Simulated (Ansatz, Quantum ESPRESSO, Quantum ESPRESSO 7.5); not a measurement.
# Screening and band shifts of Y2NF2 MXene, 1 layer

Aim: how Y2NF2 MXene, 1 layer screens a field along its normal, and what the field does to its bands.

Program: Quantum ESPRESSO 7.5. Level of theory: plane-wave DFT, RPBE, GBRV ultrasoft pseudopotentials made under PBE (geometry and cross-check by Ansatz 0.2.0 with PAW datasets; geometry under PBE). Results are calculated unless marked as measured.

## 1. The starting structure

The cell holds 5 atoms: 2 F, 2 Y and 1 N. Cell: a = 3.406 Å, b = 3.406 Å, c = 21.995 Å, α = 90.0°, β = 90.0°, γ = 120.0°. It derives from Y2NF2. Vacuum lies along c.

This run has no spin polarisation although its electron count is odd. A spin-polarised state was not tried and may lie lower.

## 2. Relaxation with Ansatz

A relaxation in Ansatz fixes the structure of this slab for the runs on it.

The input, input.yaml:

```yaml
crystal:
  lattice:
    - [3.40626, 0.0, 0.0]
    - [-1.70313, 2.9499076919, 0.0]
    - [0.0, 0.0, 21.9953007067]
  atoms:
    - { symbol: F, position: [0.3333333333, 0.6666666667, 0.3864461829] }
    - { symbol: "Y", position: [0.6666666667, 0.3333333333, 0.4388951548] }
    - { symbol: "N", position: [0.0, 0.0, 0.5] }
    - { symbol: "Y", position: [0.3333333333, 0.6666666667, 0.5611048452] }
    - { symbol: F, position: [0.6666666667, 0.3333333333, 0.6135538171] }
kpoints:
  mp_grid: { grid: [12, 12, 1] }
hamiltonian:
  xc: pbe
scf:
  occupations: { method: fermi_dirac, width: 0.05 }
  convergence: { dr2_threshold: 1.0e-08 }
efield:
  axis: 3
  dipole_correction: true
  ramp_position: 0.97
  ramp_width: 0.04
relax:
  f_tol: 0.01
  cell: { fix: [c, alpha, beta] }
output:
  write_potential: true
  write_density: true
  volumetric_format: npy
```

On the command line:

```console
ansatz run input.yaml --threads 4 --pin off --max-ram 8192MiB --backend cpu --events-out ev --progress --plain --runs-dir out
```

Numbers of over 12 decimals in the logs are rounded to 6 here.

The log of the run:

```text
Warning: relax.cell: scf.convergence.dr2_threshold = 1e-8 eV is looser than the 5e-10 eV advised for a relaxation that steers and ends on the stress (1e-10 eV for each atom of the cell: 5). What an SCF threshold leaves in a stress goes as its square root, and in the free energy as the threshold itself, and one threshold admits the most on a small cell: [figures from the program's tests cut] Set scf.convergence.dr2_threshold to 5e-10 eV or tighter. The threshold is an SCF's pass mark: one that does not reach it within its budget of iterations ends unconverged, or closes short of it on a stop that the run arms, and scf.convergence.dr2_threshold's page says what that costs each kind of run
Engine: ansatz 0.2.0, x86_64-unknown-linux-gnu
Pseudopotentials: kind: paw
Pseudopotential: F, paw, valence charge 7, recommended cutoff 420 eV (normal), F.paw.azcp
Pseudopotential: Y, paw, valence charge 11, recommended cutoff 420 eV (normal), Y.paw.azcp
Pseudopotential: N, paw, valence charge 5, recommended cutoff 420 eV (normal), N.paw.azcp
Functional definition: PBE
  parameter kappa = 0.804
  parameter beta = 0.066725
  exchange = pbe_x(kappa = kappa, mu = beta*pi^2/3)
  correlation = pbe_c(beta = beta)
Crystal: 5 atoms, lattice volume = 221.012 Å³
Basis set: ecut = 420 eV, 4357 PW (Γ), exchange–correlation on 48×48×300 points (8 copies of the dense FFT grid, shifted against one another)
Bands: 26, of which v1, the nominal top of the filled ones, is band 21 counted from 1 (20 counted from 0)
Symmetry: 6 space group operations
k-points: 19 of 144 (time reversal used)
Non-local potential: F, projectors of the file, l = 0: 2, l = 1: 2, l = 2: 1
Non-local potential: Y, projectors of the file, l = 0: 3, l = 1: 2, l = 2: 2, l = 3: 1
Non-local potential: N, projectors of the file, l = 0: 2, l = 1: 2, l = 2: 1
PAW form: soft (Blöchl's): semilocal exchange-correlation on the pseudo side does not see the compensation charge
PAW one-centre angular grid: F, 110 points (default); XC on 64 Gauss nodes
PAW one-centre angular grid: Y, 590 points (default); XC on 64 Gauss nodes
PAW one-centre angular grid: N, 110 points (default); XC on 64 Gauss nodes
Initial density: superposition of atomic densities (neutral atoms: chi_scale 0, normalization atom), corrected by the library's trained network
Initial wavefunctions: pseudopotential atomic-orbital guess
Functional: x = pbe(κ = 0.804, μ = 0.219515), c = pbe(β = 0.066725)
SCF iter   1: F=—  HF=-9706.389487 eV  |F-HF|=—  |Δ(HF+E_count)|=         —  Δρ=2.83e-3  dr2=2.77e-2  ethr=1.77e-3  p=-0.000 e·Å  D=-1.17e-4 V/Å  ΔV_dip=0.00 eV  dr2_dipole=2.44e-7  V_vac-E_F(+/−)=2.81/2.81 eV  ⟨swp⟩=8.2  Hψ=2612  notcnv=0
efield: sawtooth ramp at fractional position 0.9700 (set: `efield.ramp_position`, or a place that a band, a saddle search or an elastic batch's reference lends), width 0.0400; the density the first Hamiltonian is built on has a dipole p = -0.000 e·Å; the dipole correction subtracts the counter field D = -1.17e-4 V/Å, which shifts the + side's vacuum level by +0.00 eV against the − side's; the planar-averaged density in the ramp window peaks in size at 2.4e-5 e/Å³
preconditioner: auto → LDOS  [insulator: Δε(μ)=0.264 eV  Ē_g=15.424 eV  σ=0.050 eV  W_gap=0.79  n_scr=14 (ndim 8)  ℏωp=14.3 eV  f_vac=0.665  D(μ)=0.86/eV (n_scr^D=4)  ε∞_Penn≈1.9  β→1.0]
SCF iter   2: F=—  HF=-9706.393862 eV  |F-HF|=—  |Δ(HF+E_count)|=   4.38e-3  Δρ=3.94e-3  dr2=3.29e-2  ethr=6.75e-5  p=0.000 e·Å  D=6.59e-5 V/Å  ΔV_dip=-0.00 eV  dr2_dipole=1.13e-7  V_vac-E_F(+/−)=2.28/2.28 eV  ⟨swp⟩=4.3  Hψ=1367  notcnv=0  defer=11
SCF iter   3: F=—  HF=-9706.387489 eV  |F-HF|=—  |Δ(HF+E_count)|=   6.37e-3  Δρ=1.62e-3  dr2=6.40e-3  ethr=6.75e-5  p=0.000 e·Å  D=2.05e-5 V/Å  ΔV_dip=-0.00 eV  dr2_dipole=8.25e-9  V_vac-E_F(+/−)=2.35/2.35 eV  ⟨swp⟩=2.1  Hψ=777  notcnv=0  defer=11
SCF iter   4: F=—  HF=-9706.386419 eV  |F-HF|=—  |Δ(HF+E_count)|=   1.07e-3  Δρ=4.56e-4  dr2=3.47e-4  ethr=1.56e-5  p=0.000 e·Å  D=2.28e-6 V/Å  ΔV_dip=-0.00 eV  dr2_dipole=8.91e-11  V_vac-E_F(+/−)=2.38/2.38 eV  ⟨swp⟩=2.0  Hψ=753  notcnv=0  defer=11
SCF iter   5: F=—  HF=-9706.386329 eV  |F-HF|=—  |Δ(HF+E_count)|=   9.02e-5  Δρ=8.01e-5  dr2=1.51e-5  ethr=8.45e-7  p=0.000 e·Å  D=1.81e-6 V/Å  ΔV_dip=-0.00 eV  dr2_dipole=4.29e-11  V_vac-E_F(+/−)=2.37/2.37 eV  ⟨swp⟩=2.5  Hψ=906  notcnv=0  defer=11
SCF iter   6: F=—  HF=-9706.386409 eV  |F-HF|=—  |Δ(HF+E_count)|=   7.95e-5  Δρ=3.85e-5  dr2=2.19e-6  ethr=3.69e-8  p=0.000 e·Å  D=1.10e-6 V/Å  ΔV_dip=-0.00 eV  dr2_dipole=8.26e-13  V_vac-E_F(+/−)=2.37/2.37 eV  ⟨swp⟩=2.3  Hψ=883  notcnv=0  defer=11
SCF iter   7: F=—  HF=-9706.386297 eV  |F-HF|=—  |Δ(HF+E_count)|=   1.12e-4  Δρ=7.17e-6  dr2=1.10e-7  ethr=5.35e-9  p=0.000 e·Å  D=5.55e-7 V/Å  ΔV_dip=-0.00 eV  dr2_dipole=1.78e-12  V_vac-E_F(+/−)=2.37/2.37 eV  ⟨swp⟩=2.6  Hψ=919  notcnv=0  defer=11
SCF iter   8: F=-9706.386297 eV  HF=-9706.386297 eV  |F-HF|=1.00e-8  |Δ(HF+E_count)|=   2.41e-7  Δρ=1.51e-6  dr2=4.97e-9  ethr=2.44e-11  p=0.000 e·Å  D=6.64e-7 V/Å  ΔV_dip=-0.00 eV  dr2_dipole=2.75e-13  V_vac-E_F(+/−)=2.37/2.37 eV  ⟨swp⟩=8.0  Hψ=3763  notcnv=0
SCF 1 converged in 8 iterations: F = -9706.386297 eV  dr2 = 4.97e-9
  greatest PAW one-centre occupation: 0.993 electrons in one spin orbital (limit 2), on the Y atom at site 3 (counted from 0), in its partial waves of l = 0
relax step   1: F+E_penalty+E_count = -9706.38629706 eV  Δ(F+E_penalty+E_count) = +0.000e0 eV  max|allowed force component| = 1.050e0 eV/Å  Δτ_max = 0.0000 Å  P = +2.441 GPa  Ω = 221.012 Å³  fix = [c, alpha, beta]  reactions: c +1.790 GPa  (8 SCF iters, accepted)
Crystal: 5 atoms, lattice volume = 229.553 Å³
Basis set: ecut = 420 eV, 4495 PW (Γ), exchange–correlation on 48×48×300 points (8 copies of the dense FFT grid, shifted against one another)
Initial density: handed on by an earlier stage of this run
Initial wavefunctions: those handed on with the density
iter 1 solved again at ethr=4.78e-4 eV; its pass at ethr=3.10e-3 eV (dr2=1.96e-1 eV) is discarded
SCF iter   1: F=—  HF=-9706.594510 eV  |F-HF|=—  |Δ(HF+E_count)|=         —  Δρ=5.25e-3  dr2=2.02e-1  ethr=4.78e-4  p=0.000 e·Å  D=6.71e-7 V/Å  ΔV_dip=-0.00 eV  dr2_dipole=3.74e-11  V_vac-E_F(+/−)=2.36/2.36 eV  ⟨swp⟩=1.6  Hψ=3124  notcnv=0
[...]
SCF iter   8: F=-9706.433678 eV  HF=-9706.433678 eV  |F-HF|=2.50e-8  |Δ(HF+E_count)|=   4.94e-8  Δρ=2.00e-6  dr2=6.03e-9  ethr=2.44e-11  p=0.000 e·Å  D=1.01e-6 V/Å  ΔV_dip=-0.00 eV  dr2_dipole=5.40e-14  V_vac-E_F(+/−)=3.05/3.05 eV  ⟨swp⟩=10.0  Hψ=3532  notcnv=0
SCF 3 converged in 8 iterations: F = -9706.433678 eV  dr2 = 6.03e-9
relax step   3: F+E_penalty+E_count = -9706.43367773 eV  Δ(F+E_penalty+E_count) = +8.434e-2 eV  max|allowed force component| = 1.068e0 eV/Å  Δτ_max = 0.0984 Å  P = -1.607 GPa  Ω = 229.850 Å³  energy of the carried Pulay correction = -7.796e-3 eV  fix = [c, alpha, beta]  (8 SCF iters, rejected (line search))
[...]
relax step   4: F+E_penalty+E_count = -9706.53611097 eV  Δ(F+E_penalty+E_count) = -1.809e-2 eV  max|allowed force component| = 3.614e-2 eV/Å  Δτ_max = 0.0251 Å  P = -0.152 GPa  Ω = 228.886 Å³  energy of the carried Pulay correction = -6.960e-3 eV  fix = [c, alpha, beta]  reactions: c -0.120 GPa  (8 SCF iters, accepted)
[...]
relax step   5: F+E_penalty+E_count = -9706.53706743 eV  Δ(F+E_penalty+E_count) = -9.565e-4 eV  max|allowed force component| = 2.365e-3 eV/Å  Δτ_max = 0.0011 Å  P = -0.040 GPa  Ω = 228.272 Å³  energy of the carried Pulay correction = -6.426e-3 eV  fix = [c, alpha, beta]  reactions: c -0.053 GPa  (6 SCF iters, accepted)
Initial wavefunctions: pseudopotential atomic-orbital guess (no wavefunctions were taken with the density)
iter 1 solved again at ethr=9.15e-8 eV; its pass at ethr=3.10e-3 eV (dr2=3.75e-5 eV) is discarded
SCF iter   1: F=—  HF=-9706.544966 eV  |F-HF|=—  |Δ(HF+E_count)|=         —  Δρ=1.88e-4  dr2=1.21e-5  ethr=9.15e-8  p=0.000 e·Å  D=9.31e-7 V/Å  ΔV_dip=-0.00 eV  dr2_dipole=3.30e-15  V_vac-E_F(+/−)=3.17/3.17 eV  ⟨swp⟩=4.1  Hψ=4215  notcnv=0
efield: sawtooth ramp at fractional position 0.9700 (set: `efield.ramp_position`, or a place that a band, a saddle search or an elastic batch's reference lends), width 0.0400; the density the first Hamiltonian is built on has a dipole p = 0.000 e·Å; the dipole correction subtracts the counter field D = 9.31e-7 V/Å, which shifts the + side's vacuum level by -0.00 eV against the − side's; the planar-averaged density in the ramp window peaks in size at 8.7e-8 e/Å³
preconditioner: auto → LDOS  [insulator: Δε(μ)=0.248 eV  Ē_g=15.229 eV  σ=0.050 eV  W_gap=0.80  n_scr=14 (ndim 8)  ℏωp=14.1 eV  f_vac=0.662  D(μ)=0.94/eV (n_scr^D=6)  ε∞_Penn≈1.9  β→1.0]
SCF iter   2: F=—  HF=-9706.545187 eV  |F-HF|=—  |Δ(HF+E_count)|=   2.21e-4  Δρ=1.20e-4  dr2=1.91e-5  ethr=2.96e-8  p=0.000 e·Å  D=6.45e-7 V/Å  ΔV_dip=-0.00 eV  dr2_dipole=2.97e-14  V_vac-E_F(+/−)=3.17/3.17 eV  ⟨swp⟩=2.4  Hψ=862  notcnv=0
SCF iter   3: F=—  HF=-9706.545184 eV  |F-HF|=—  |Δ(HF+E_count)|=   3.03e-6  Δρ=4.21e-5  dr2=3.37e-6  ethr=2.96e-8  p=0.000 e·Å  D=7.64e-7 V/Å  ΔV_dip=-0.00 eV  dr2_dipole=1.08e-13  V_vac-E_F(+/−)=3.17/3.17 eV  ⟨swp⟩=2.0  Hψ=845  notcnv=0
SCF iter   4: F=—  HF=-9706.545221 eV  |F-HF|=—  |Δ(HF+E_count)|=   3.67e-5  Δρ=1.27e-5  dr2=2.55e-7  ethr=8.21e-9  p=0.000 e·Å  D=6.78e-7 V/Å  ΔV_dip=-0.00 eV  dr2_dipole=7.26e-16  V_vac-E_F(+/−)=3.17/3.17 eV  ⟨swp⟩=2.0  Hψ=687  notcnv=0
SCF iter   5: F=-9706.545221 eV  HF=-9706.545221 eV  |F-HF|=5.75e-8  |Δ(HF+E_count)|=   4.05e-8  Δρ=1.65e-6  dr2=4.38e-9  ethr=2.44e-11  p=0.000 e·Å  D=6.73e-7 V/Å  ΔV_dip=-0.00 eV  dr2_dipole=3.24e-15  V_vac-E_F(+/−)=3.17/3.17 eV  ⟨swp⟩=10.9  Hψ=4102  notcnv=0
SCF 6 converged in 5 iterations: F = -9706.545221 eV  dr2 = 4.38e-9
relax step   6: F+E_penalty+E_count = -9706.54522087 eV  Δ(F+E_penalty+E_count) = -8.153e-3 eV  max|allowed force component| = 2.742e-3 eV/Å  Δτ_max = 0.0000 Å  P = +0.030 GPa  Ω = 228.272 Å³  fix = [c, alpha, beta]  reactions: c -0.006 GPa  stress off target by 4.79e-2 GPa on what of the cell is left free  SCF on the basis re-selected at this cell (its energy is not comparable with the rows above)  (5 SCF iters)
basis re-selected at this cell: Δ(F+E_penalty+E_count) = -8.153e-3 eV, ΔP = +0.069 GPa vs the last step (what re-selecting the basis moved, of the pressure what is left beyond the Pulay correction that the steps carried, after the strain that the cell walked since its last selection, with what the two solves' SCF thresholds leave and, on support functions, any second-order correction that the steps lacked; it is no m [...]
WARN: The output density's exchange-correlation potential varies sharply where the density is thin. Do not read a vacuum level from v_tot or v_xc, or from such a field of the output density. On a cell that repeats whose density bears no net charge and no dipole along the vacuum's axis use v_es (v_loc + v_h of the components); under efield.dipole_correction with no amplitude use v_es + v_field, which holds any externa [...]
SCF converged after 5 iterations
Free energy (F): -9706.545221 eV
Harris-Foulkes:  -9706.545221 eV  (|F-HF|=5.75e-8)
Internal energy: -9706.536560 eV  (E = F + TS)
E sigma→0 (E₀):  -9706.540890 eV
Entropy (-TS):   -0.008661 eV (-1.732 meV/atom)
Fermi energy:    1.687092 eV
Dipole field:    D = 0.000001 V/Å  (p = 0.000001 e·Å, saw-weighted, corrected)
Work function:   Φ+ = 3.1706 eV   Φ− = 3.1706 eV
Levels:          The Fermi level and band energies are counted from a zero that moves with the ramp; work functions are not
--- Per-component energies (eV) ---
  E_band       = -624.073675
  E_kinetic    = 1159.131880
  E_local      = -29297.166678  (includes V_loc(G=0)·N_el)
  E_nonlocal   = 291.421637
  E_hartree    = 14082.121407
  E_xc         = -570.596974
  E_vxc        = -684.734284  (∫ρ·V_xc dr)
  E_paw        = -6178.492193  (= ΣΔE_a)
  E_vpaw       = -256.970847  (= ΣTr[D̂ρ^β])
  E_aug_tail   = 0.004248  (compensation charges beyond the density's cutoff)
  E_efield     = 0.000000  (sawtooth field / dipole correction)
  E_vefield    = -0.000005  (∫n·V_field dr)
  E_ewald      = 10807.040113
  E_smearing   = -0.008661  (= −TS)
  E_closure    = -0.000000  (closes the sum)
  Σ components = -9706.545221   (vs F -9706.545221, Δ=0.00e0)
--- Forces (eV/Å), atoms counted from 1 ---
  atom   1  F      0.00000000     0.00000000     0.00025519
  atom   2  Y      0.00000000    -0.00000000     0.00274210
  atom   3  N      0.00000000     0.00000000    -0.00000005
  atom   4  Y      0.00000000     0.00000000    -0.00274100
  atom   5  F      0.00000000    -0.00000000    -0.00025605
  max |Σ_I F_I| component: 1.84e-7 eV/Å
--- Stress (GPa, compression-positive) ---
        0.047875       0.000000       0.000000
        0.000000       0.047875      -0.000000
        0.000000      -0.000000      -0.006475
  P = ⅓ Tr σ = 0.0298 GPa (0.298 kbar)
--- Band table (eV; the first three rows and the last of 19) ---
  k-point 0: bands = [... 17 lower, -2.7776, -1.8742, -1.8742, 2.7890, 3.0805, 3.0805, 3.1319, 3.4621, ... 1 higher]
  k-point 1: bands = [... 17 lower, -2.7160, -2.0090, -1.8889, 2.7478, 2.9874, 3.1672, 3.2143, 3.6051, ... 1 higher]
  k-point 2: bands = [... 17 lower, -2.5814, -2.2914, -1.9194, 2.1676, 3.1882, 3.5529, 3.6004, 3.8462, ... 1 higher]
  k-point 18: bands = [... 17 lower, -2.6151, -2.6151, -2.1897, 2.9934, 3.4210, 3.4210, 4.5586, 5.6288, ... 1 higher]
--- Relaxed structure (5 steps of the walk, 4 accepted, 1 SCFs on fresh bases) ---
  F+E_penalty+E_count = -9706.54522087 eV   max|allowed force component| = 2.742e-3 eV/Å   (the final SCF, on the basis selected at the relaxed cell)
  cell:  # Å, volume = 228.2720 Å³
    - [3.461752, 0.0, 0]
    - [-1.730876, 2.997966, 0]
    - [0, 0, 21.9953007067]
  atoms:
    - { symbol: F, position: [0.333333, 0.666667, 0.382595] }
    - { symbol: Y, position: [0.666667, 0.333333, 0.439472] }
    - { symbol: N, position: [0, 0, 0.500000] }
    - { symbol: Y, position: [0.333333, 0.666667, 0.560528] }
    - { symbol: F, position: [0.666667, 0.333333, 0.617405] }
```

It took 22 s on 4 threads of Intel Xeon Platinum 8259CL at 2.50GHz (Skylake/Cascade Lake), shared host; peak memory 0.63 GiB.

The steps of the relaxation:

```csv
step,energy less that of the first step (eV),largest force component (eV/Å),pressure (GPa),volume (Å³)
1,0.0000,1.0498,2.44,221.01
2,-0.1317,0.6361,-0.14,229.55
3,-0.0474,1.0676,-1.61,229.85
4,-0.1498,0.0361,-0.15,228.89
5,-0.1508,0.0024,-0.04,228.27
6*,-0.1589,0.0027,0.03,228.27
```

Relaxation steps marked * repeat the geometry before them on a plane-wave basis chosen anew for their cell, so energy and pressure can jump there. Relaxation step 3 was tried and not accepted.

Forces are held to the 6 operations that the run works with; a distortion that breaks them can't arise in this run.

```csv
cell as run,before,after,change
a (Å),3.406,3.462,+1.6 %
b (Å),3.406,3.462,+1.6 %
```

The atoms that moved most (Å, along periodic axes as changes of fractional coordinates times the final cell, across vacuum about the mean position):

```csv
atom,dx,dy,dz,length
F5,0.000,0.000,0.085,0.085
F1,0.000,0.000,-0.085,0.085
Y4,0.000,0.000,-0.013,0.013
Y2,0.000,0.000,0.013,0.013
```

Final coordinates:

```xyz
5
Lattice="3.4618 0.0000 0.0000 -1.7309 2.9980 0.0000 0.0000 0.0000 21.9953" Properties=species:S:1:pos:R:3
F     0.0000    1.9986    8.4153
Y     1.7309    0.9993    9.6663
N     0.0000    0.0000   10.9977
Y     0.0000    1.9986   12.3290
F     1.7309    0.9993   13.5800
```

Read from the output:

```
free energy                     : -9706.5452 eV
energy at zero smearing         : -9706.5409 eV
smearing term TS                : 0.008661 eV
Fermi energy                    : 1.687 eV
symmetry operations             : 6
work function of the upper face : 3.171 eV
work function of the lower face : 3.171 eV
dipole along the normal         : 7.59e-7 e·Å
```

[end of part 1 of 6]

[Logs are printed without paths, hosts, clocks, repeated set-up lines and the standing remarks that a program may print on its own settings, such as how far it seeks lower states.]

[Hosts, paths, dates, database ids (printed as entryN), source tags and the programs' standing remarks are cut or masked in the printed files.]

[Maps of the electrostatic potential energy from Ansatz leave out the sawtooth potential of an applied field or a dipole correction, so their vacuum need not be flat; planar profiles and work functions include it.]
